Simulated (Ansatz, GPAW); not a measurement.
## InCo3P (model structure): optical spectrum from first principles

Aim: the dielectric function of InCo3P (model structure), and the optical constants that follow from it. The structure is a model built here, which may or may not match a known phase. It was built so: All N replaced by P in the Pm-3m structure of InCo3N. The cell is first relaxed with Ansatz.

Main program and level: GPAW 26.7.0; DFT, PBE, plane-wave PAW (GPAW data sets), scalar-relativistic, RPA, optical limit.

This is a report of a sequence of runs, with most program output left out.

### Step 1. The starting structure

The structure is cubic, space group Pm-3m (No. 221). The conventional cell has a = 4.037 Å, b = 4.037 Å, c = 4.037 Å, α = 90.00°, β = 90.00°, γ = 90.00°. Nearest to In lie 12 Co at 2.85 Å. Co has 2 P at 2.02 Å and 4 In at 2.85 Å and 8 Co at 2.85 Å nearest. Nearest to P lie 6 Co at 2.02 Å. All N replaced by P in the Pm-3m structure of InCo3N. Farther neighbours are not listed.

### Step 2. Relaxation

Spectra hang on bond lengths, so the cell is first brought to its minimum.

This step: DFT, PBE, plane-wave PAW, default files, scalar-relativistic, relaxation (Ansatz 0.2.0).

Contents of input.yaml:

```yaml
crystal:
  lattice:
    - [4.03691203, 0.0, 0.0]
    - [0.0, 4.03691203, 0.0]
    - [0.0, 0.0, 4.03691203]
  atoms:
    - { symbol: In, position: [0.0, 0.0, 0.0] }
    - { symbol: Co, position: [0.0, 0.5, 0.5], spin: 2.0 }
    - { symbol: Co, position: [0.5, 0.0, 0.5], spin: 2.0 }
    - { symbol: Co, position: [0.5, 0.5, 0.0], spin: 2.0 }
    - { symbol: P, position: [0.5, 0.5, 0.5] }
magnetization:
  spin_polarized: true
kpoints:
  mp_grid: { grid: [6, 6, 6] }
scf:
  occupations: { method: fermi_dirac, width: 0.05 }
hamiltonian:
  xc: pbe
output:
  forces: true
  stress: true
relax:
  f_tol: 0.02
  max_steps: 50
  cell: {}
```

Started as:

```bash
ansatz run input.yaml --threads 1 --pin off --max-ram 4096MiB --backend cpu --events-out ev --progress --plain --runs-dir out
```

Elapsed: 69 s, on 1 thread of Arm Neoverse V1, shared host; peak memory 0.41 GiB.

Step by step:

```
step  energy less that of the first step (eV)  largest force component (eV/Å)  pressure (GPa)  volume (Å³)
   1                                   0.0000                          0.0000           14.01        65.79
   2                                  -0.2230                          0.0000            1.36        70.82
   3                                  -0.2255                          0.0000            0.27        71.41
   4                                  -0.2256                          0.0000            0.01        71.56
  5*                                  -0.2317                          0.0000            0.17        71.56
   6                                  -0.2317                          0.0000            0.01        71.66
  7*                                  -0.2318                          0.0000            0.01        71.66
```

Relaxation steps marked * repeat the geometry before them on a plane-wave basis chosen anew for their cell, so energy and pressure can jump there.

The run keeps the 48 symmetry operations that it works with, so distortions that break them were not tested.

```
conventional cell, symmetrised  before  after  change
                         a (Å)   4.037  4.154  +2.9 %
                         b (Å)   4.037  4.154  +2.9 %
                         c (Å)   4.037  4.154  +2.9 %
              volume (Å³/atom)   13.16  14.33  +8.9 %
```

The relaxed structure:

```cif
data_structure
_symmetry_space_group_name_H-M 'P 1'
_symmetry_Int_Tables_number 1
_cell_length_a 4.1536
_cell_length_b 4.1536
_cell_length_c 4.1536
_cell_angle_alpha 90.000
_cell_angle_beta 90.000
_cell_angle_gamma 90.000
_cell_volume 71.66
loop_
_atom_site_label
_atom_site_type_symbol
_atom_site_fract_x
_atom_site_fract_y
_atom_site_fract_z
_atom_site_occupancy
In1 In 0.00000 0.00000 0.00000 1
Co2 Co 0.00000 0.50000 0.50000 1
Co3 Co 0.50000 0.00000 0.50000 1
Co4 Co 0.50000 0.50000 0.00000 1
P5 P 0.50000 0.50000 0.50000 1
```

The relaxation ends with a pressure of 0.01 GPa.

### Step 3. Ground state

First the ground state: is it a metal or has it a gap?

This step: DFT, PBE, plane-wave PAW (GPAW data sets), scalar-relativistic, ground state (GPAW 26.7.0).

Contents of gs.py:

```python
from ase import Atoms
from ase.dft.bandgap import bandgap
from gpaw import GPAW, PW, FermiDirac

atoms = Atoms(['In', 'Co', 'Co', 'Co', 'P'],
              cell=[[4.15363279, 0.00000000, 0.00000000],
                    [0.00000000, 4.15363279, 0.00000000],
                    [0.00000000, 0.00000000, 4.15363279]],
              scaled_positions=[[1.00000000, 0.00000000, 0.00000000],
                                [0.00000000, 0.50000000, 0.50000000],
                                [0.50000000, 1.00000000, 0.50000000],
                                [0.50000000, 0.50000000, 0.00000000],
                                [0.50000000, 0.50000000, 0.50000000]],
              pbc=[True, True, True])
atoms.set_initial_magnetic_moments([0.0, 2.0, 2.0, 2.0, 0.0])
atoms.calc = GPAW(mode=PW(450), xc='PBE', kpts={'size': (6, 6, 6), 'gamma': True},
                  occupations=FermiDirac(0.05), maxiter=150, txt='gs.txt')
print('energy (eV)', atoms.get_potential_energy())
print('Fermi level (eV)', atoms.calc.get_fermi_level())
print('valence electrons', atoms.calc.get_number_of_electrons())
print('gap (eV)', bandgap(atoms.calc, output=None)[0])
print('direct gap (eV)', bandgap(atoms.calc, direct=True, output=None)[0])
print('moments', atoms.get_magnetic_moments().round(3).tolist())
atoms.calc.write('gs.gpw')
```

Started as:

```bash
OMP_NUM_THREADS=1 python gs.py
```

Run time: 66 s. Hardware: 1 thread; peak memory 0.21 GiB.

Read-outs, printed or worked out from the files:

| Property | Result |
| --- | --- |
| energy | -31.96 eV |
| Fermi energy | 9.250 eV |
| electrons | 45 |
| site moments | -0.014, 0.674, 0.674, 0.674, -0.005 μB |

There are states at the Fermi level within the smearing, so the occupations stay smeared and the carriers get a Drude term.

### Step 4. Bands for the response

The response needs many more empty bands than the density does.

This step: DFT, PBE, plane-wave PAW (GPAW data sets), scalar-relativistic, bands at fixed density (GPAW 26.7.0).

Contents of nscf.py:

```python
from ase.dft.bandgap import bandgap
from gpaw import GPAW, FermiDirac

calc = GPAW('gs.gpw').fixed_density(kpts={'size': (8, 8, 8), 'gamma': True}, nbands=55, convergence={'bands': 49},
                                    occupations=FermiDirac(0.05), txt='nscf.txt')
print('gap (eV)', bandgap(calc, output=None)[0])
print('direct gap (eV)', bandgap(calc, direct=True, output=None)[0])
print('top band over the Fermi level (eV)', min(calc.get_eigenvalues(kpt=k)[48] for k in range(len(calc.get_ibz_k_points()))) - calc.get_fermi_level())
calc.write('full.gpw', mode='all')
```

Started as:

```bash
OMP_NUM_THREADS=1 python nscf.py
```

The job ended after 3.7 min (1 thread; peak memory 0.3 GiB).

### Step 5. Dielectric function, RPA

Transitions between filled and empty bands, summed over the zone, give the optical response, so mesh, band count and broadening shape it.

The induced potential is part of this response.

This step: DFT, PBE, plane-wave PAW (GPAW data sets), scalar-relativistic, RPA, optical limit (GPAW 26.7.0).

Contents of df.py:

```python
from gpaw.response.df import DielectricFunction

df = DielectricFunction('full.gpw', frequencies={'type': 'nonlinear', 'domega0': 0.03, 'omega2': 8},
                        ecut=50,
                        eta=0.15,
                        nbands=49,
                        rate=0.03,
                        txt='df.txt')
for direction in ['x']:
    df.get_dielectric_function(xc='RPA', direction=direction, filename=f'df_{direction}.csv')
```

Started as:

```bash
OMP_NUM_THREADS=1 python df.py
```

The job ended after 32 s (1 thread; peak memory 0.37 GiB).

Some rows of df_x.csv (energy; Re and Im without local fields; Re and Im with them):

```text
0.000000, 8668.643032, 0.000000, 8668.469486, 0.000000
0.555532, 0.367893, 33.295142, 0.136777, 33.209225
1.143969, 1.849663, 15.632997, 1.711253, 15.466053
1.768324, 3.720261, 10.333700, 3.653052, 10.195990
2.431988, 7.885079, 9.842558, 7.794246, 9.654598
3.138794, 8.240972, 12.236006, 8.283613, 11.687556
3.893091, 1.270997, 13.886671, 2.034207, 13.862595
4.699832, -1.498919, 8.181951, -1.469208, 8.580187
5.564682, -0.671627, 7.397492, -0.571158, 7.611435
6.494155, -1.155010, 5.551909, -1.434693, 5.921140
7.495775, -1.563793, 5.045876, -1.982821, 5.087884
8.578281, -1.704817, 4.152415, -1.876230, 3.861577
9.751884, -2.140324, 2.132434, -2.234732, 2.130318
11.028587, -0.876673, 1.524136, -1.005508, 1.443939
12.422601, -0.649975, 1.261067, -0.768961, 1.129874
13.950874, -0.367446, 1.015106, -0.387516, 0.914191
15.633783, -0.231344, 1.049920, -0.180853, 0.904757
17.496047, -0.187714, 0.792073, -0.059153, 0.711504
19.567954, -0.058093, 0.393017, 0.017036, 0.424583
```

Sum at mesh points, not converged in k. Im ε, E ∥ x against photon energy; read off at these points:

```
photon energy (eV)  Im ε, E ∥ x
               1.0         18.9
               2.0         8.68
               3.0         10.6
               3.6         14.8
               4.0         14.2
               5.0         7.87
               6.0         6.89
               7.0         6.25
               8.0         4.19
               9.0         3.49
              10.0         1.88
              11.0         1.44
              12.0         1.30
              13.0         1.03
              14.0        0.903
              15.0        0.894
              16.0        0.806
              17.0        0.756
              18.0        0.697
              19.0        0.545
```

Values under 1 per cm are given as 1; sum at mesh points, not converged in k. Absorption coefficient, E ∥ x against photon energy:

```
photon energy (eV)  absorption coefficient, E ∥ x (1/cm)
              1.01                                 3.2e5
              1.99                                 3.2e5
              3.02                                 5.0e5
              3.98                                 1.0e6
              4.98                                 1.1e6
              6.02                                 1.2e6
              6.99                                 1.4e6
              8.03                                 1.5e6
              9.02                                 1.6e6
             10.03                                 1.5e6
             11.03                                 1.3e6
             12.02                                 1.4e6
             13.00                                 1.2e6
             14.04                                 1.2e6
             14.96                                 1.1e6
             16.03                                 1.1e6
             16.96                                 1.1e6
             18.05                                 1.1e6
             18.97                                 1.1e6
```

Sum at mesh points, not converged in k. Table of reflectivity at normal incidence, E ∥ x by photon energy; read off at these points:

```
photon energy (eV)  reflectivity at normal incidence, E ∥ x (%)
              0.50                                         62.7
              1.00                                         53.9
              1.50                                         42.8
              2.00                                         33.5
              2.50                                         36.2
              3.00                                         37.2
              3.50                                         43.2
              4.00                                         46.5
              4.20                                         48.9
              4.50                                         46.5
              5.00                                         40.7
              5.50                                         38.7
              6.00                                         39.9
              6.28                                         41.3
              6.50                                         39.8
              7.00                                         40.5
              7.50                                         42.0
              8.00                                         44.6
              8.50                                         40.4
              9.00                                         41.5
              9.50                                         50.1
              9.68                                         51.6
             10.00                                         50.1
             10.50                                         45.3
             11.00                                         38.8
             11.50                                         34.7
             11.79                                         39.3
             12.00                                         38.0
             12.50                                         35.9
             13.00                                         32.2
             13.50                                         29.0
             14.00                                         28.4
             14.50                                         25.3
             15.00                                         22.1
             15.50                                         21.0
             16.00                                         21.1
             16.50                                         21.0
             17.00                                         20.2
             17.50                                         19.9
             18.00                                         20.2
             18.50                                         20.7
             19.00                                         22.6
             19.50                                         20.8
```

Sum at mesh points, not converged in k. Loss function −Im 1/ε at q → 0, E ∥ x against energy loss; read off at these points:

```
energy loss (eV)  loss function −Im 1/ε at q → 0, E ∥ x
               1                                 0.0528
               2                                 0.0853
               3                                 0.0597
               4                                 0.0699
               5                                  0.126
               6                                  0.142
               7                                  0.151
               8                                  0.182
               9                                  0.223
              10                                  0.257
              11                                  0.461
              12                                  0.516
              13                                  0.754
              14                                  0.950
              15                                   1.08
              16                                   1.21
              17                                   1.31
              18                                   1.42
              19                                   1.81
```

Sum at mesh points, not converged in k. Im ε, E ∥ x against photon energy; read off at these points:

```
photon energy (eV)  without local fields  with local fields
              0.50                  33.3               33.2
              1.00                  19.0               18.9
              1.50                  13.0               12.9
              2.00                  8.82               8.68
              2.50                  10.2              10.00
              3.00                  11.0               10.6
              3.50                  14.9               14.3
              3.64                  15.3               14.9
              4.00                  14.0               14.2
              4.50                  9.18               9.70
              5.00                  7.60               7.87
              5.50                  7.35               7.54
              6.00                  6.51               6.89
              6.50                  5.54               5.91
              7.00                  6.02               6.25
              7.50                  5.04               5.08
              8.00                  4.25               4.19
              8.50                  4.10               3.81
              9.00                  3.78               3.49
              9.50                  2.65               2.68
             10.00                  1.93               1.88
             10.50                  1.59               1.53
             11.00                  1.51               1.44
             11.50                  1.76               1.64
             12.00                  1.37               1.30
             12.50                  1.27               1.12
             13.00                  1.19               1.03
             13.50                  1.14               1.04
             14.00                  1.01              0.903
             14.50                 0.989              0.873
             15.00                  1.03              0.894
             15.50                  1.09              0.919
             16.00                 0.978              0.806
             16.50                 0.903              0.791
             17.00                 0.869              0.756
             17.50                 0.792              0.711
             18.00                 0.753              0.697
             18.50                 0.614              0.613
             19.00                 0.510              0.545
             19.50                 0.395              0.431
```

From ε follow the optical constants at some laser and lamp lines:

```
wavelength (nm)     n      k  R (%)     1/α
           1550  3.66  3.744   59.0   33 nm
           1064  2.96  2.588   47.1   33 nm
            800  2.82  2.198   41.9   29 nm
            405  3.32  1.660   38.0   19 nm
            365  3.31  2.111   42.5   14 nm
            248  1.88  2.093   40.7  9.4 nm
            193  1.54  1.972   40.4  7.8 nm
```

In reflection the computed colour is grey: x = 0.305, y = 0.321, luminous reflectivity 34 %.

### Step 6. Outcome

**Reading.** At this level (PBE, RPA) InCo3P is a metal. The mesh is too coarse to trust the carriers' weight, the reflectivity or the colour to better than tens of per cent. The cell grew by 8.9 % in volume. In reflection the computed colour is grey: x = 0.305, y = 0.321, luminous reflectivity 34 %. The carriers' damping of 0.03 eV is typed, not computed; it shapes the response at the lowest energies. Spin-orbit coupling is left out although heavy atoms are present. The magnetic state comes from one start and need not be the lowest. The curves end at 20 eV, about where the summed bands run out. In this version of GPAW the matrix elements of the optical limit are incomplete, which can lower ε − 1 by up to a tenth where first-row anions or d states rule, and shift it by more in d metals. GPAW's carrier term has the form −ωp²/(ω + i·rate)², which damps like twice the rate and fails at low energy, so the curves leave the lowest energies out. The sum runs over mesh points 0.19 Å⁻¹ apart with no interpolation, so peaks are partly noise of the mesh, and the Drude plasma energy, a sum over the Fermi surface, isn't converged.

[Machine, clock and banner lines and Python warnings are left out of the logs.]

[Logs are printed without paths, hosts, clocks, repeated set-up lines and the standing remarks that a program may print on its own settings, such as how far it seeks lower states.]

[Hosts, paths, dates, database ids (printed as entryN), source tags and the programs' standing remarks are cut or masked in the printed files.]
